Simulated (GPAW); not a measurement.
# PtS2: optical spectrum from first principles, part 2 of 2

Aim: the dielectric function of PtS2, and the optical constants that follow from it.

GPAW 26.7.0; DFT, PBE, plane-wave PAW (GPAW data sets), scalar-relativistic, RPA, optical limit.

So far. Step 2 (Ground state): There is a gap, 0.99 eV on this mesh (points off the mesh can give less), so no carriers' term is needed.

**4. Dielectric function, RPA (continued)**

Sum at mesh points, not converged in k; values under the direct gap are tails of Lorentzian lines. Im ε against photon energy; read off at these points:

| photon energy (eV) | E ∥ x | E ∥ z |
| --- | --- | --- |
| 0.00 | 0 | 0 |
| 0.50 | 0.484 | 0.418 |
| 1.00 | 2.06 | 2.97 |
| 1.50 | 10.0 | 6.88 |
| 1.63 | 13.8 | 7.75 |
| 2.00 | 16.1 | 5.81 |
| 2.50 | 18.3 | 4.93 |
| 3.00 | 15.2 | 5.87 |
| 3.50 | 14.0 | 5.55 |
| 4.00 | 10.1 | 2.69 |
| 4.50 | 6.78 | 1.82 |
| 5.00 | 4.47 | 1.21 |
| 5.50 | 4.24 | 1.50 |
| 6.00 | 4.68 | 3.30 |
| 6.50 | 4.79 | 3.50 |
| 6.66 | 5.23 | 3.66 |
| 7.00 | 6.22 | 3.56 |
| 7.50 | 6.49 | 3.03 |
| 7.85 | 7.20 | 3.11 |
| 8.00 | 7.11 | 2.94 |
| 8.50 | 5.92 | 2.81 |
| 9.00 | 4.12 | 3.12 |
| 9.50 | 2.65 | 3.29 |
| 10.00 | 2.20 | 2.94 |
| 10.50 | 2.34 | 3.24 |
| 11.00 | 2.45 | 3.00 |
| 11.50 | 2.59 | 3.13 |
| 12.00 | 2.88 | 3.51 |
| 12.50 | 3.11 | 3.15 |
| 13.00 | 2.76 | 2.93 |
| 13.50 | 2.30 | 2.54 |

Sum at mesh points, not converged in k. The reflectivity at normal incidence by photon energy; read off at these points:

| photon energy (eV) | E ∥ x (%) | E ∥ z (%) |
| --- | --- | --- |
| 0.00 | 36.8 | 25.6 |
| 0.50 | 37.6 | 26.7 |
| 1.00 | 40.5 | 30.4 |
| 1.50 | 45.9 | 32.1 |
| 2.00 | 45.7 | 26.5 |
| 2.50 | 47.3 | 23.8 |
| 3.00 | 45.1 | 26.5 |
| 3.50 | 47.3 | 28.0 |
| 4.00 | 46.4 | 16.3 |
| 4.50 | 41.7 | 9.38 |
| 5.00 | 31.3 | 8.27 |
| 5.50 | 22.9 | 13.7 |
| 6.00 | 24.4 | 18.3 |
| 6.50 | 23.3 | 18.1 |
| 7.00 | 28.4 | 18.3 |
| 7.50 | 31.1 | 15.8 |
| 8.00 | 37.6 | 15.5 |
| 8.50 | 41.4 | 14.7 |
| 9.00 | 46.3 | 16.2 |
| 9.09 | 46.6 | 16.7 |
| 9.50 | 42.5 | 17.9 |
| 10.00 | 30.9 | 15.7 |
| 10.50 | 23.0 | 17.4 |
| 11.00 | 21.7 | 16.9 |
| 11.50 | 21.3 | 17.2 |
| 12.00 | 23.2 | 21.2 |
| 12.50 | 26.7 | 21.5 |
| 13.00 | 31.8 | 21.7 |
| 13.25 | 32.8 | 22.3 |
| 13.50 | 32.4 | 21.6 |

Sum at mesh points, not converged in k; values under the direct gap are tails of Lorentzian lines. The Im ε, E ∥ x by photon energy; read off at these points:

| photon energy (eV) | without local fields | with local fields |
| --- | --- | --- |
| 0.000 | 0 | 0 |
| 0.250 | 0.237 | 0.213 |
| 0.500 | 0.540 | 0.484 |
| 0.750 | 1.07 | 0.958 |
| 1.000 | 2.28 | 2.06 |
| 1.250 | 5.13 | 4.62 |
| 1.500 | 11.3 | 10.0 |
| 1.750 | 17.9 | 15.6 |
| 2.000 | 18.5 | 16.1 |
| 2.250 | 20.3 | 18.0 |
| 2.432 | 20.5 | 18.3 |
| 2.500 | 20.3 | 18.3 |
| 2.750 | 18.7 | 16.9 |
| 3.000 | 16.9 | 15.2 |
| 3.250 | 16.6 | 15.2 |
| 3.500 | 14.7 | 14.0 |
| 3.750 | 12.2 | 12.0 |
| 4.000 | 10.1 | 10.1 |
| 4.250 | 8.26 | 8.29 |
| 4.500 | 6.79 | 6.78 |
| 4.750 | 5.50 | 5.49 |
| 5.000 | 4.50 | 4.47 |
| 5.250 | 4.18 | 4.13 |
| 5.500 | 4.29 | 4.24 |
| 5.750 | 4.63 | 4.55 |
| 6.000 | 4.72 | 4.68 |
| 6.250 | 4.54 | 4.42 |
| 6.500 | 5.00 | 4.79 |
| 6.750 | 5.81 | 5.47 |
| 7.000 | 6.62 | 6.22 |
| 7.250 | 6.75 | 6.51 |
| 7.500 | 6.67 | 6.49 |
| 7.750 | 7.28 | 7.16 |
| 7.847 | 7.30 | 7.20 |
| 8.000 | 7.19 | 7.11 |
| 8.250 | 6.67 | 6.51 |
| 8.500 | 6.13 | 5.92 |
| 8.750 | 5.37 | 5.14 |
| 9.000 | 4.33 | 4.12 |
| 9.250 | 3.39 | 3.16 |
| 9.500 | 2.91 | 2.65 |
| 9.750 | 2.59 | 2.27 |
| 10.000 | 2.60 | 2.20 |
| 10.250 | 2.74 | 2.19 |
| 10.500 | 2.99 | 2.34 |
| 10.750 | 3.05 | 2.41 |
| 11.000 | 3.12 | 2.45 |
| 11.250 | 3.17 | 2.50 |
| 11.500 | 3.36 | 2.59 |
| 11.750 | 3.64 | 2.76 |
| 12.000 | 3.75 | 2.88 |
| 12.250 | 3.81 | 2.98 |
| 12.500 | 3.90 | 3.11 |
| 12.750 | 3.57 | 3.02 |
| 13.000 | 3.19 | 2.76 |
| 13.250 | 2.84 | 2.49 |
| 13.500 | 2.65 | 2.30 |
| 13.750 | 2.56 | 2.22 |

Sum at mesh points, not converged in k; values under the direct gap are tails of Lorentzian lines. Table of loss function −Im 1/ε at q → 0 by energy loss; read off at these points:

| energy loss (eV) | E ∥ x | E ∥ z |
| --- | --- | --- |
| 0.00 | 0 | 0 |
| 0.50 | 0.00161 | 0.00430 |
| 1.00 | 0.00504 | 0.0215 |
| 1.50 | 0.0150 | 0.0511 |
| 2.00 | 0.0322 | 0.0979 |
| 2.50 | 0.0445 | 0.108 |
| 3.00 | 0.0609 | 0.111 |
| 3.50 | 0.0714 | 0.168 |
| 4.00 | 0.0964 | 0.326 |
| 4.07 | 0.101 | 0.334 |
| 4.50 | 0.140 | 0.252 |
| 5.00 | 0.222 | 0.135 |
| 5.27 | 0.237 | 0.0842 |
| 5.50 | 0.212 | 0.0733 |
| 6.00 | 0.192 | 0.119 |
| 6.50 | 0.162 | 0.150 |
| 7.00 | 0.138 | 0.196 |
| 7.50 | 0.147 | 0.202 |
| 8.00 | 0.140 | 0.226 |
| 8.50 | 0.155 | 0.201 |
| 9.00 | 0.176 | 0.205 |
| 9.50 | 0.262 | 0.246 |
| 10.00 | 0.402 | 0.247 |
| 10.24 | 0.442 | 0.241 |
| 10.50 | 0.426 | 0.240 |
| 11.00 | 0.408 | 0.277 |
| 11.50 | 0.385 | 0.258 |
| 12.00 | 0.347 | 0.268 |
| 12.50 | 0.319 | 0.311 |
| 13.00 | 0.330 | 0.339 |
| 13.50 | 0.377 | 0.393 |

From ε follow the optical constants at some laser and lamp lines:

```csv
wavelength (nm),n x,k x,R (%) x,1/α x,n z,k z,R (%) z,1/α z
1550,4.33,0.129,39.0,957 nm,3.32,0.204,29.0,605 nm
1064,4.66,0.378,42.1,224 nm,3.41,0.702,31.6,121 nm
800,4.98,1.168,46.4,54 nm,3.18,1.162,32.5,55 nm
450,3.43,2.462,46.6,15 nm,2.42,1.067,24.6,34 nm
405,3.16,2.406,45.3,13 nm,2.37,1.285,27.1,25 nm
308,2.02,2.434,46.3,10 nm,1.39,0.935,15.6,26 nm
193,1.96,1.189,23.0,13 nm,2.02,0.853,18.0,18 nm
```

Below the direct gap, k and the depth come from the tails of the Lorentzian lines, not from transitions.

Rows near the edge hang on the gap, which this functional as a rule makes too small, and phonon-assisted absorption is left out.

**5. Outcome**

```
electronic dielectric constant ε∞, mean over x, y and z (by symmetry where fewer were run) (RPA) : 14.2
```

**Reading.** At this level (PBE, RPA) PtS2 has a mean ε∞ = 14.2 and n = 4.33 at 1550 nm (E ∥ x). On the mesh the gap is 0.78 eV and the least direct gap 0.95 eV, so on this mesh the band edges lie at different points. Local fields change the static value along x from 18.10 to 16.64 (-8 %). The static values by axis are 16.64 (x), 9.30 (z). Excitons and phonon-assisted transitions are missing; PBE gaps are as a rule too small, which pulls the onset down and ε∞ up. Spin-orbit coupling is left out although heavy atoms are present. In this version of GPAW the matrix elements of the optical limit are incomplete, which can lower ε − 1 by up to a tenth where first-row anions or d states rule, and shift it by more in d metals. The sum runs over mesh points 0.14 Å⁻¹ apart with no interpolation, so peaks are partly noise of the mesh; over so small a direct gap single mesh points weigh heavily, so ε∞, n and their changes from run to run can be far off.

[Machine, clock and banner lines and Python warnings are left out of the logs.]

[Logs are printed without paths, hosts, clocks, repeated set-up lines and the standing remarks that a program may print on its own settings, such as how far it seeks lower states.]

[Hosts, paths, dates, database ids (printed as entryN), source tags and the programs' standing remarks are cut or masked in the printed files.]
